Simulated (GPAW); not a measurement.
# Dielectric function and optical constants of ScPt3, part 2 of 2

Aim: the dielectric function of ScPt3, and the optical constants that follow from it.

GPAW 26.7.0; DFT, LDA, plane-wave PAW (GPAW data sets), scalar-relativistic, RPA, optical limit.

So far. Step 2 (Ground state): There are states at the Fermi level within the smearing, so the occupations stay smeared and the carriers get a Drude term.

## (4) Dielectric function, RPA

Transitions between filled and empty bands, summed over the zone, give the optical response, so mesh, band count and broadening shape it.

The induced potential is part of this response.

This step: DFT, LDA, plane-wave PAW (GPAW data sets), scalar-relativistic, RPA, optical limit (GPAW 26.7.0).

df.py

```python
from gpaw.response.df import DielectricFunction

df = DielectricFunction('full.gpw', frequencies={'type': 'nonlinear', 'domega0': 0.03, 'omega2': 8},
                        ecut=80,
                        eta=0.1,
                        nbands=50,
                        rate=0.1,
                        txt='df.txt')
for direction in ['x']:
    df.get_dielectric_function(xc='RPA', direction=direction, filename=f'df_{direction}.csv')
```

Launch:

```
> OMP_NUM_THREADS=1 python df.py
```

Output:

```text
Using integrator: PointIntegrator
NonLinearFrequencyDescriptor(from 0.000 to 73.623 eV, 511 points)
Nonperiodic BCs:  [False False False]
Using integrator: PointIntegrator
NonLinearFrequencyDescriptor(from 0.000 to 73.623 eV, 511 points)
Nonperiodic BCs:  [False False False]
Using integrator: PointIntegrator

Calculating chi0 body with:
    Ground state adapter containing:
    Number of spins: 1
    Number of kpoints: 512
    Number of irreducible kpoints: 35
    Number of completely occupied states: 25
    Number of partially occupied states: 32

    Linear response parametrization:
    q_c: [0.0, 0.0, 0.0]
    Number of frequency points: 511
    Planewave cutoff: 80.0
    Number of bands: 50
    Number of planewaves: 93
    Broadening (eta): 0.1

Integrating chi0 body.

Symmetries of q_c:
    Direct symmetries (Uq -> q): 48
    Indirect symmetries (TUq -> q): 0
In total 48 allowed symmetries.

35 groups of equivalent kpoints. 93.1640625% reduction.

Integral kind: spectral function

Calculating chi0 optical extensions with:
    Ground state adapter containing:
    Number of spins: 1
    Number of kpoints: 512
    Number of irreducible kpoints: 35
    Number of completely occupied states: 25
    Number of partially occupied states: 32

    Linear response parametrization:
    Number of frequency points: 511
    Planewave cutoff: 80.0
    Number of bands: 50
    Number of planewaves: 93
    Broadening (eta): 0.1
Integrating chi0 head and wings.

Symmetries of q_c:
    Direct symmetries (Uq -> q): 48
    Indirect symmetries (TUq -> q): 0
In total 48 allowed symmetries.

35 groups of equivalent kpoints. 93.1640625% reduction.

Integral kind: spectral function wings

Calculating drude chi0 with:
    Number of frequency points:511
    Plasma frequency decay rate: 0.1 eV

    Ground state adapter containing:
    Number of spins: 1
    Number of kpoints: 512
    Number of irreducible kpoints: 35
    Number of completely occupied states: 25
    Number of partially occupied states: 32

Symmetries of q_c:
    Direct symmetries (Uq -> q): 48
    Indirect symmetries (TUq -> q): 0
In total 48 allowed symmetries.

35 groups of equivalent kpoints. 93.1640625% reduction.

Integral kind: intraband
Plasma frequency:
[[6.53+0.j 0.  +0.j 0.  +0.j]
 [0.  +0.j 6.53+0.j 0.  +0.j]
 [0.  +0.j 0.  +0.j 6.53+0.j]]
```

Run time: 26 s. Hardware: 1 thread of Arm Neoverse N1, shared host; peak memory 0.46 GiB.

The Im ε, E ∥ x has structure finer than the step of the table below, so its rows give means over 0.5 eV, whole bins alone (the curve runs from 0.305 to 15.0 eV). Peaks (eV: height): 1.56: 25.5, 2.17: 38.4, 2.59: 32.3.

Sum at mesh points, not converged in k. Table of Im ε, E ∥ x by photon energy; means over each step:

photon energy (eV), Im ε, E ∥ x and a bar:
```
      1.0         27 ############################
      1.5         23 #######################
      2.0         27 ############################
      2.5         29 ##############################
      3.0         23 ########################
      3.5         12 ############
      4.0         12 ###########
      4.5         11 ###########
      5.0          7 ######
      5.5          5 ####
      6.0          5 ####
      6.5          4 ###
      7.0          4 ###
      7.5          4 ###
      8.0          4 ###
      8.5          4 ##
      9.0          3 ##
      9.5          3 ##
     10.0          3 #
     10.5          2 #
     11.0          2 #
     11.5          1 
     12.0          2 
     12.5          2 
     13.0          1 
     13.5          1 
     14.0          1 
     14.5          1
```

Values under 1 per cm are given as 1; sum at mesh points, not converged in k. Table of absorption coefficient, E ∥ x by photon energy:

photon energy (eV), log10 absorption coefficient, E ∥ x (1/cm) and a bar from the least value:
```
    0.492        5.8 #####
    1.010        5.7 #
    1.486        5.7 
    1.985        5.7 ##
    2.508        6.0 #################
    3.018        6.1 ##########################
    3.510        6.1 ######################
    3.980        6.0 #####################
    4.516        6.2 ############################
    4.981        6.1 ##########################
    5.515        6.1 #########################
    6.021        6.1 ########################
    6.494        6.1 #########################
    6.985        6.1 ########################
    7.496        6.1 #########################
    8.026        6.1 #########################
    8.516        6.1 #########################
    9.023        6.1 ###########################
    9.483        6.2 ###########################
   10.026        6.1 ###########################
   10.519        6.2 ##############################
   11.029        6.2 ############################
   11.479        6.1 ########################
   12.023        6.1 ##########################
   12.504        6.1 #########################
   13.000        6.1 #########################
   13.512        6.1 ########################
   14.040        6.1 ######################
   14.493        6.1 ########################
```

The loss function −Im 1/ε at q → 0, E ∥ x has structure finer than the step of the table below, so its rows give means over 0.5 eV, whole bins alone (the curve runs from 0.305 to 15.0 eV). Peaks (eV: height): 11.63: 0.615, 13.77: 0.822, 14.77: 0.837.

Sum at mesh points, not converged in k. Loss function −Im 1/ε at q → 0, E ∥ x against energy loss; means over each step:

energy loss (eV), loss function −Im 1/ε at q → 0, E ∥ x and a bar:
```
      1.0      0.028 
      1.5      0.043 #
      2.0      0.033 
      2.5      0.034 
      3.0      0.034 
      3.5      0.060 #
      4.0      0.077 ##
      4.5      0.061 #
      5.0      0.083 ##
      5.5      0.116 ###
      6.0      0.145 #####
      6.5      0.172 ######
      7.0      0.219 ########
      7.5      0.228 ########
      8.0      0.245 #########
      8.5      0.255 #########
      9.0      0.250 #########
      9.5      0.292 ###########
     10.0      0.323 ############
     10.5      0.314 ###########
     11.0      0.370 ##############
     11.5      0.523 ####################
     12.0      0.535 ####################
     12.5      0.561 #####################
     13.0      0.654 #########################
     13.5      0.723 ############################
     14.0      0.782 ##############################
     14.5      0.761 #############################
```

The reflectivity at normal incidence, E ∥ x has structure finer than the step of the table below, so its rows give means over 0.5 eV, whole bins alone (the curve runs from 0.305 to 15.0 eV). Peaks (eV: height): 3.18: 70.7, 4.79: 64.5, 8.83: 42.2, 11.33: 42.2.

Sum at mesh points, not converged in k. Table of reflectivity at normal incidence, E ∥ x by photon energy; means over each step:

```
photon energy (eV)  reflectivity at normal incidence, E ∥ x (%)
               1.0                                         71.0
               1.5                                         53.9
               2.0                                         54.4
               2.5                                         60.6
               3.0                                         66.9
               3.5                                         61.0
               4.0                                         52.4
               4.5                                         61.4
               5.0                                         61.2
               5.5                                         55.0
               6.0                                         50.7
               6.5                                         46.7
               7.0                                         40.9
               7.5                                         39.3
               8.0                                         36.6
               8.5                                         35.3
               9.0                                         38.9
               9.5                                         37.7
              10.0                                         35.3
              10.5                                         37.7
              11.0                                         38.0
              11.5                                         33.9
              12.0                                         27.7
              12.5                                         27.1
              13.0                                         27.4
              13.5                                         22.5
              14.0                                         18.6
              14.5                                         18.2
```

The Im ε, E ∥ x has structure finer than the step of the table below, so its rows give means over 0.5 eV, whole bins alone (the curve runs from 0.305 to 15.0 eV). Peaks (eV: height): without local fields 1.56: 25.7, 2.17: 38.7, 2.59: 32.6, 4.29: 16.0; with local fields 1.56: 25.5, 2.17: 38.4, 2.59: 32.3.

Sum at mesh points, not converged in k. The Im ε, E ∥ x by photon energy; means over each step:

```csv
photon energy (eV),without local fields,with local fields
1.0,27.4,27.3
1.5,23.0,22.8
2.0,27.5,27.3
2.5,29.5,29.2
3.0,23.5,23.5
3.5,12.8,12.1
4.0,13.5,12.0
4.5,12.0,11.3
5.0,6.79,6.56
5.5,5.53,5.31
6.0,4.75,4.57
6.5,4.35,4.21
7.0,3.82,3.66
7.5,3.80,3.68
8.0,3.62,3.60
8.5,3.43,3.54
9.0,3.23,3.27
9.5,2.70,2.74
10.0,2.53,2.58
10.5,2.46,2.47
11.0,1.96,1.96
11.5,1.50,1.47
12.0,1.73,1.70
12.5,1.69,1.63
13.0,1.46,1.38
13.5,1.45,1.34
14.0,1.35,1.27
14.5,1.41,1.32
```

From ε follow the optical constants at some laser and lamp lines:

```
wavelength (nm)     n      k  R (%)     1/α
           1064  2.91  3.947   62.3   21 nm
            800  3.86  3.290   55.2   19 nm
            405  2.51  4.441   68.7  7.3 nm
            365  1.83  3.265   60.8  8.9 nm
            308  2.13  2.728   50.6  9.0 nm
            248  1.16  2.703   61.1  7.3 nm
            193  1.15  1.955   45.5  7.9 nm
```

A polished face would reflect 59 % of daylight and look light grey (CIE x = 0.301, y = 0.325 under D65).

## (5) Outcome

What this shows: At this level (LDA, RPA) ScPt3 is a metal. The mesh is too coarse to trust the carriers' weight, the reflectivity or the colour to better than tens of per cent. A polished face would reflect 59 % of daylight and look light grey (CIE x = 0.301, y = 0.325 under D65). The carriers' damping of 0.1 eV is typed, not computed; it shapes the response at the lowest energies. Spin-orbit coupling is left out although heavy atoms are present. In this version of GPAW the matrix elements of the optical limit are incomplete, which can lower ε − 1 by up to a tenth where first-row anions or d states rule, and shift it by more in d metals. GPAW's carrier term has the form −ωp²/(ω + i·rate)², which damps like twice the rate and fails at low energy, so the curves leave the lowest energies out. The sum runs over mesh points 0.20 Å⁻¹ apart with no interpolation, so peaks are partly noise of the mesh, and the Drude plasma energy, a sum over the Fermi surface, isn't converged.

[Machine, clock and banner lines and Python warnings are left out of the logs.]

[Logs are printed without paths, hosts, clocks, repeated set-up lines and the standing remarks that a program may print on its own settings, such as how far it seeks lower states.]

[Hosts, paths, dates, database ids (printed as entryN), source tags and the programs' standing remarks are cut or masked in the printed files.]
